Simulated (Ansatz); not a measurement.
**How Ta(110) screens a field**

Where does the screening charge of Ta(110) sit?

Calculated with Ansatz 0.2.0; plane-wave DFT, r2SCAN, Ansatz PAW.

The raw output is cut from this account; settings, times and results stay.

**1. The structure**

The cell holds 6 atoms: 6 Ta. Its edges and angles: a = 2.867 Å, b = 2.867 Å, c = 29.703 Å, α = 90.0°, β = 90.0°, γ = 70.5°. Vacuum lies along c.

**2. Single point, field 0**

A sawtooth potential applies the field, turning back in the middle of the vacuum. With the dipole correction the typed value is the field outside the slab. The induced dipole is small, so the SCF threshold is tight.

Input file input.yaml:

```yaml
crystal:
  lattice:
    - [2.3405234457, -1.655, 0.0]
    - [2.3405234457, 1.655, 0.0]
    - [0.0, 0.0, 29.7026172286]
  atoms:
    - { symbol: Ta, position: [0.0, 0.0, 0.3030036017] }
    - { symbol: Ta, position: [0.5, 0.5, 0.381802161] }
    - { symbol: Ta, position: [0.0, 0.0, 0.4606007203] }
    - { symbol: Ta, position: [0.5, 0.5, 0.5393992797] }
    - { symbol: Ta, position: [0.0, 0.0, 0.618197839] }
    - { symbol: Ta, position: [0.5, 0.5, 0.6969963983] }
kpoints:
  mp_grid: { grid: [18, 18, 1] }
hamiltonian:
  xc: r2scan
scf:
  occupations: { method: fermi_dirac, width: 0.1 }
  convergence: { dr2_threshold: 1.0e-10 }
efield:
  axis: 3
  dipole_correction: true
  ramp_position: 0.97
  ramp_width: 0.06
  amplitude: 0
output:
  forces: true
  write_potential: true
  write_density: true
  volumetric_format: npy
```

On the command line:

```sh
$ ansatz run input.yaml --threads 4 --pin off --max-ram 6144MiB --backend cpu --events-out ev --progress --plain --runs-dir out
```

The job ended after 59 s (4 threads of Arm Neoverse V2, shared host; peak memory 1.5 GiB; 3.9 min of CPU time).

Numbers from this step:

| Quantity | Value |
| --- | --- |
| energy at zero smearing | -59663.3454 eV |
| work function, upper face | 4.881 eV |
| dipole along the normal | 1.12e-7 e·Å |

Running mean over 2.341 Å of the planar mean; the ramp of the sawtooth is left out. The electron's electrostatic potential energy less the Fermi level by z:

```
z (Å)  electron's electrostatic potential energy less the Fermi level (eV)
    4                                                                 4.88
    5                                                                 4.86
    6                                                                 4.69
    7                                                                 3.03
    8                                                                -5.11
    9                                                                -9.97
   10                                                                -9.88
   11                                                                -9.84
   12                                                                -9.84
   13                                                                -9.80
   14                                                                -9.80
   15                                                                -9.81
   16                                                                -9.80
   17                                                                -9.81
   18                                                                -9.84
   19                                                                -9.84
   20                                                                -9.93
   21                                                                -9.52
   22                                                                -2.10
   23                                                                 3.92
   24                                                                 4.79
   25                                                                 4.87
   26                                                                 4.88
```

Force by atom:

```
atom  x (eV/Å)  y (eV/Å)  z (eV/Å)   size
 Ta1     0.000     0.000     0.546  0.546
 Ta2     0.000     0.000    -0.431  0.431
 Ta3     0.000     0.000    -0.091  0.091
 Ta4     0.000     0.000     0.091  0.091
 Ta5     0.000     0.000     0.431  0.431
 Ta6     0.000     0.000    -0.546  0.546
```

The work function of the upper face is 4.88 eV.

**3. Atoms held, field 0.05 V/Å**

Changes to input.yaml since step 2:

```diff
@@ -24,3 +24,3 @@
   ramp_width: 0.06
-  amplitude: 0
+  amplitude: 0.05
 output:
```

The job ended after 67 s (4 threads; peak memory 1.5 GiB).

The dipole is 0.0345 e·Å.

**4. Atoms held, field -0.05 V/Å**

Changes to input.yaml since step 3:

```diff
@@ -24,3 +24,3 @@
   ramp_width: 0.06
-  amplitude: 0.05
+  amplitude: -0.05
 output:
```

It took 67 s on 4 threads; peak memory 1.5 GiB; 4.4 min of CPU time.

The dipole is -0.0345 e·Å.

**5. Atoms held, field 0.1 V/Å**

Changes to input.yaml since step 4:

```diff
@@ -24,3 +24,3 @@
   ramp_width: 0.06
-  amplitude: -0.05
+  amplitude: 0.1
 output:
```

Wall time 63 s (4 threads); peak memory 1.5 GiB; 4.2 min of CPU time.

The dipole is 0.0690 e·Å.

**6. Single point, field -0.1 V/Å**

Changes to input.yaml since step 5:

```diff
@@ -24,3 +24,3 @@
   ramp_width: 0.06
-  amplitude: 0.1
+  amplitude: -0.1
 output:
```

Run time: 65 s. Hardware: 4 threads; peak memory 1.5 GiB; 4.3 min of CPU time.

The dipole is -0.0690 e·Å.

**7. Atoms held, field 0.2 V/Å**

Changes to input.yaml since step 6:

```diff
@@ -24,3 +24,3 @@
   ramp_width: 0.06
-  amplitude: -0.1
+  amplitude: 0.2
 output:
```

The job ended after 71 s (4 threads; peak memory 1.5 GiB; 4.7 min of CPU time).

The dipole is 0.138 e·Å.

**8. Single point, field -0.2 V/Å**

Changes to input.yaml since step 7:

```diff
@@ -24,3 +24,3 @@
   ramp_width: 0.06
-  amplitude: 0.2
+  amplitude: -0.2
 output:
```

Wall time 72 s (4 threads); peak memory 1.5 GiB.

The dipole is -0.138 e·Å.

**9. Atoms held, field 0.4 V/Å**

Changes to input.yaml since step 8:

```diff
@@ -24,3 +24,3 @@
   ramp_width: 0.06
-  amplitude: -0.2
+  amplitude: 0.4
 output:
@@ -30 +30,2 @@
   volumetric_format: npy
+  elf: true
```

Run time: 90 s. Hardware: 4 threads; peak memory 1.5 GiB.

Running mean over 2.341 Å of the planar mean, with the applied field; the ramp of the sawtooth is left out. The electron's electrostatic potential energy less the Fermi level by z:

z (Å), electron's electrostatic potential energy less the Fermi level (eV) and a bar from the least value:
```
        4        3.8 ##########################
        5        4.2 ##########################
        6        4.3 ###########################
        7        2.9 ########################
        8       -5.1 #########
        9      -10.0 
       10       -9.9 
       11       -9.8 
       12       -9.8 
       13       -9.8 
       14       -9.8 
       15       -9.8 
       16       -9.8 
       17       -9.8 
       18       -9.8 
       19       -9.8 
       20       -9.9 
       21       -9.5 #
       22       -2.1 ###############
       23        4.1 ##########################
       24        5.3 ############################
       25        5.7 #############################
       26        6.1 ##############################
```

The dipole is 0.276 e·Å.

**10. The response**

This step: plane-wave DFT, r2SCAN, Ansatz PAW; screening of a field by a metal slab (Ansatz 0.2.0).

The dipoles give the slope, and the difference of two potentials shows where the field is screened.

This step gave:

- equivalent conductor thickness p/(ε₀AE): 16.11 Å
- distance between the outer atoms: 11.70 Å
- inner field over outer field: 8.42e-4
- image plane, upper face: 2.220 Å
- induced electrons on the upper face over ε₀E: -0.9981
- image plane, lower face: 2.220 Å
- induced electrons on the lower face over ε₀E: 0.9981

Table of dipole of the cell by applied field:

```
applied field (V/Å)  dipole of the cell (e·Å)
             -0.200                    -0.138
             -0.100                   -0.0690
             -0.050                   -0.0345
              0.000                         0
              0.050                    0.0345
              0.100                    0.0690
              0.200                     0.138
              0.400                     0.276
```

Local field over the applied field, running mean. From the potentials at -0.05 and 0.05 V/Å; running mean over 2.341 Å. Table of local field over applied field by z:

z (Å), local field over applied field and a bar from the least value:
```
      4.5      0.987 ##############################
      5.0      0.966 #############################
      5.5      0.920 ############################
      6.0      0.828 #########################
      6.5      0.669 #####################
      7.0      0.454 ##############
      7.5      0.245 ########
      8.0      0.090 ####
      8.5     -0.007 #
      9.0     -0.038 
      9.5     -0.016 #
     10.0     -0.002 #
     10.5     -0.003 #
     11.0     -0.004 #
     11.5      0.000 #
     12.0      0.002 #
     12.5      0.002 #
     13.0      0.002 #
     13.5      0.003 #
     14.0      0.002 #
     14.5      0.000 #
     15.0      0.000 #
     15.5      0.001 #
     16.0      0.003 #
     16.5      0.002 #
     17.0      0.002 #
     17.5      0.002 #
     18.0      0.001 #
     18.5     -0.003 #
     19.0     -0.004 #
     19.5     -0.002 #
     20.0     -0.007 #
     20.5     -0.033 
     21.0     -0.029 
     21.5      0.043 ##
     22.0      0.176 ######
     22.5      0.364 ############
     23.0      0.587 ##################
     23.5      0.773 ########################
     24.0      0.890 ###########################
     24.5      0.952 #############################
     25.0      0.980 ##############################
     25.5      0.992 ##############################
```

Electrons, planar mean, per unit field. The induced electron density by z:

```
z (Å)  induced electron density (e/Å³ per V/Å)
    5                                   1.8e-4
    6                                  0.00101
    7                                  0.00333
    8                                  0.00185
    9                                  -2.5e-4
   10                                  -5.6e-5
   11                                   6.3e-5
   12                                   3.5e-6
   13                                   1.2e-4
   14                                  -2.1e-5
   15                                   1.0e-5
   16                                   6.0e-6
   17                                   1.1e-4
   18                                  -1.0e-4
   19                                   1.3e-4
   20                                  -3.3e-4
   21                                  0.00131
   22                                 -0.00349
   23                                 -0.00254
   24                                  -6.3e-4
   25                                  -1.0e-4
```

By hand: between -0.05 and 0.05 V/Å the dipole changes by 0.06898 e·Å, a slope of 0.6898 e·Å²/V. A perfect conductor of thickness t has p = ε₀AEt, so t = 180.95 × 0.6898 / 7.747 = 16.11 Å (e/ε₀ = 180.95 V·Å, A in Å²). Less the 11.70 Å between the outer atoms, and halved, that puts each image plane 2.20 Å out.

The induced dipole is that of a conductor 16.11 Å thick.

**11. The same run with other settings**

This step: plane-wave DFT, r2SCAN, Ansatz PAW, but for the change named below (Ansatz 0.2.0).

An input spoilt on purpose, to show how the run answers: it repeats the earlier run at 0.05 V/Å with hamiltonian.xc from r2scan to scan0x, and scf.max_iter set to 100.

Changes to input.yaml since step 9:

```diff
@@ -15,3 +15,3 @@
 hamiltonian:
-  xc: r2scan
+  xc: scan0x
 scf:
@@ -19,2 +19,3 @@
   convergence: { dr2_threshold: 1.0e-10 }
+  max_iter: 100
 efield:
@@ -24,3 +25,3 @@
   ramp_width: 0.06
-  amplitude: 0.4
+  amplitude: 0.05
 output:
@@ -30,2 +31 @@
   volumetric_format: npy
-  elf: true
```

It took 0.02 s on 4 threads; peak memory 0.021 GiB.

The program refused the input before any cycle.

The program's message: “Error: YAML parse error: error: line 16 column 7: hamiltonian.xc: unknown variant `scan0x`, expected one of `lda`, `lda-pw`, `pw92`, `pbe`, `pbesol`, `rpbe`, `revpbe`, `blyp`, `pbe0`, `revpbe0`, `b3ly …”

The fault put into the input: an unknown functional.

**12. Varying the input**

This step: plane-wave DFT, r2SCAN, Ansatz PAW (Ansatz 0.2.0).

An input spoilt on purpose, to show how the run answers: it repeats the earlier run at 0.05 V/Å with efield.axis from 3 to 0, and scf.max_iter set to 60.

Changes to input.yaml since step 11:

```diff
@@ -15,3 +15,3 @@
 hamiltonian:
-  xc: scan0x
+  xc: r2scan
 scf:
@@ -19,5 +19,5 @@
   convergence: { dr2_threshold: 1.0e-10 }
-  max_iter: 100
+  max_iter: 60
 efield:
-  axis: 3
+  axis: 0
   dipole_correction: true
```

Run time: 0.02 s. Hardware: 4 threads; peak memory 0.03 GiB; 0.02 s of CPU time.

The program refused the input before any cycle.

The program's message: “Error: invalid value for `efield.axis`: must be in [1, 3]; got 0”

The fault put into the input: an axis of 0, outside the range 1 to 3.

**13. What came out**

```
work function                                : 4.88 eV
image plane, upper face                      : 2.22 Å
induced electrons on the upper face over ε₀E : -0.998
equivalent conductor thickness p/(ε₀AE)      : 16.1 Å
inner field over outer field                 : 8.4e-4
```

In words: The induced charge has its centre 2.22 Å outside the outermost atoms; this is the plane from which a capacitor's gap or an image potential counts. The equivalent conductor thickness exceeds the distance between the outer atoms by 4.41 Å, about the sum of the two image-plane distances. In the middle of the slab the field is screened to under 0.5 % of its outer value. The atoms are held at bulk positions with the tabulated experimental lattice constant.

[Long decimals in the printed logs are rounded to 6 places.]

[Logs are printed without paths, hosts, clocks, repeated set-up lines and the standing remarks that a program may print on its own settings, such as how far it seeks lower states.]

[Hosts, paths, dates, database ids (printed as entryN), source tags and the programs' standing remarks are cut or masked in the printed files.]

[Maps of the electrostatic potential energy from Ansatz leave out the sawtooth potential of an applied field or a dipole correction, so their vacuum need not be flat; planar profiles and work functions include it.]
